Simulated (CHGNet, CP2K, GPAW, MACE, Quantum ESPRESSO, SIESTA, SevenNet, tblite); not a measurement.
# Random packing of Si51C37H13 (at. %) (71 atoms), the built cell with every atom moved at random

The starting structure: 71 atoms (36 Si, 26 C, 9 H) packed at random in a cube at 2.26 g/cm³ and pushed apart as soft spheres; a start for melting by ab initio MD, not an equilibrated structure. Then every atom was moved at random, 0.03 Å r.m.s. a Cartesian component (hydrogen 0.6 of that).

Geometry: the built cell with every atom moved at random. Computed with CP2K 2026.2: Kohn-Sham DFT, PBE, GTH-PBE pseudopotentials, Gaussian and plane waves, TZV2P-MOLOPT (UZH set), diagonalisation; TZV2P-UZH; 450/50 Ry; levels smeared at 580 K; Γ point; density 2.26 g/cm³.

Cell vectors (Å):

```
9.930 0.000 0.000
0.000 9.930 0.000
0.000 0.000 9.930
```

Positions in Å, forces in eV/Å, q the Hirshfeld charge in e:

```tsv
atom	x	y	z	q	fx	fy	fz
Si1	2.939	3.570	8.212	-0.03	-0.696	-2.106	2.104
Si2	0.479	2.590	4.056	0.07	1.098	-2.576	2.493
Si3	4.068	1.525	7.915	0.08	1.302	-0.568	-0.646
Si4	3.503	4.325	4.860	0.10	0.791	1.176	0.796
Si5	7.674	5.602	8.212	0.16	-0.840	-0.048	-0.177
Si6	8.063	5.528	2.954	0.04	-2.030	3.856	0.635
Si7	7.412	1.663	7.278	0.12	1.257	0.760	2.948
Si8	4.953	9.671	0.745	0.05	-0.165	0.575	-1.856
Si9	5.615	6.960	9.523	0.03	0.864	-1.557	0.136
Si10	2.817	1.026	5.254	0.09	-1.584	-0.200	-0.487
Si11	6.732	5.082	0.902	0.14	-1.567	0.089	-0.768
Si12	1.796	3.403	6.253	0.04	-1.665	0.795	-1.535
Si13	8.857	3.595	2.892	0.01	-0.192	0.181	-0.298
Si14	0.295	3.620	9.123	0.10	-0.421	-1.237	0.919
Si15	4.340	2.806	0.328	0.13	-2.028	1.459	0.477
Si16	0.342	5.990	0.003	0.05	-0.363	0.394	1.014
Si17	8.613	6.241	5.294	0.12	1.153	-0.077	0.395
Si18	3.626	5.450	7.322	0.04	1.907	1.561	-3.833
Si19	0.821	6.784	7.357	0.15	-0.351	-0.864	-1.752
Si20	7.293	8.645	0.574	0.06	1.573	0.598	-5.369
Si21	3.683	7.540	8.580	0.05	-1.619	1.689	-1.022
Si22	6.519	8.367	3.906	0.04	-0.019	-1.596	5.977
Si23	8.996	2.145	0.890	0.07	2.554	0.582	-3.285
Si24	5.735	7.932	1.939	0.00	-3.375	-3.687	0.931
Si25	8.608	1.451	2.865	0.00	0.412	-1.968	3.965
Si26	7.749	9.421	2.477	-0.02	2.484	0.307	0.974
Si27	9.726	8.156	3.568	0.20	-0.093	0.265	-0.471
Si28	4.597	9.632	4.545	0.04	-1.104	-1.490	0.522
Si29	6.314	1.673	9.881	0.11	1.216	-0.537	-0.010
Si30	1.091	1.598	7.564	0.07	-1.494	-2.022	0.049
Si31	5.739	1.849	5.887	0.06	-3.199	1.658	1.042
Si32	2.513	5.658	9.289	0.03	0.645	0.073	2.279
Si33	2.226	3.599	2.968	0.14	0.306	0.172	-1.626
Si34	6.602	0.809	4.195	0.06	1.267	0.595	-2.459
Si35	3.686	0.442	2.412	0.06	-2.004	1.988	2.127
Si36	7.005	8.720	8.076	0.14	-1.406	-0.572	-2.930
C37	9.886	5.233	3.574	-0.12	-1.148	-0.617	-0.128
C38	0.514	9.794	6.736	-0.07	0.135	1.056	0.276
C39	5.257	4.134	6.212	-0.07	-1.004	-0.698	0.425
C40	1.654	0.599	3.305	-0.13	1.680	0.986	0.418
C41	7.150	8.421	5.915	-0.09	0.183	-0.762	-0.051
C42	2.186	2.788	0.109	-0.14	0.811	0.835	-0.319
C43	6.108	3.151	7.974	-0.11	-0.784	-0.442	-1.353
C44	7.087	4.229	4.177	-0.06	-0.097	-1.038	-0.262
C45	0.525	7.201	1.431	-0.10	-0.657	-0.284	0.623
C46	8.096	0.593	0.405	-0.16	-1.430	-0.628	-1.184
C47	9.879	5.039	6.193	-0.14	1.194	1.974	-0.043
C48	8.583	3.002	8.186	-0.12	0.066	-0.034	-1.800
C49	7.649	3.369	6.369	-0.04	0.667	-0.181	0.625
C50	5.690	1.612	2.327	-0.10	-0.864	-0.768	0.232
C51	3.957	7.807	3.797	-0.05	-0.797	0.411	-1.544
C52	5.521	2.897	4.338	-0.09	1.987	2.134	-0.409
C53	5.831	6.970	7.494	-0.14	0.081	1.057	-0.651
C54	4.565	5.189	0.555	-0.14	1.415	0.380	1.444
C55	2.844	8.700	2.208	-0.08	0.561	-0.765	1.292
C56	1.849	5.826	5.218	-0.06	0.563	-1.068	1.376
C57	9.689	2.603	6.293	-0.08	0.994	0.275	-0.615
C58	4.850	6.170	2.335	-0.09	0.321	-0.058	-2.167
C59	4.959	7.152	5.814	0.00	1.086	0.034	2.646
C60	8.939	0.349	4.642	-0.08	-0.248	0.283	-0.691
C61	5.869	0.346	7.411	-0.19	1.282	1.034	0.570
C62	0.107	0.767	9.135	-0.05	0.071	0.531	0.151
H63	2.204	9.316	9.464	-0.02	0.360	-0.341	-0.502
H64	0.861	4.586	1.767	-0.03	0.769	-0.370	0.813
H65	2.699	8.074	5.647	0.01	0.121	-0.233	-0.105
H66	4.079	2.766	2.957	-0.02	-0.375	-0.246	-0.280
H67	8.367	7.597	8.942	-0.06	-0.510	0.043	-0.552
H68	2.711	6.536	3.025	0.04	0.975	0.794	0.428
H69	9.087	7.983	6.589	-0.03	0.143	-0.495	-0.074
H70	1.039	1.291	1.182	0.01	-0.440	0.583	-0.373
H71	8.301	7.230	2.094	-0.04	0.279	-1.053	0.527
```

Only the Γ point is sampled, in a cell whose shortest periodic width is 10 Å.

The r.m.s. force component is 1.38 eV/Å; the longest force, 6.19 eV/Å, acts on Si22.

[Logs are printed without paths, hosts, clocks, repeated set-up lines and the standing remarks that a program may print on its own settings, such as how far it seeks lower states.]

[Hosts, paths, dates, database ids (printed as entryN), source tags and the programs' standing remarks are cut or masked in the printed files.]
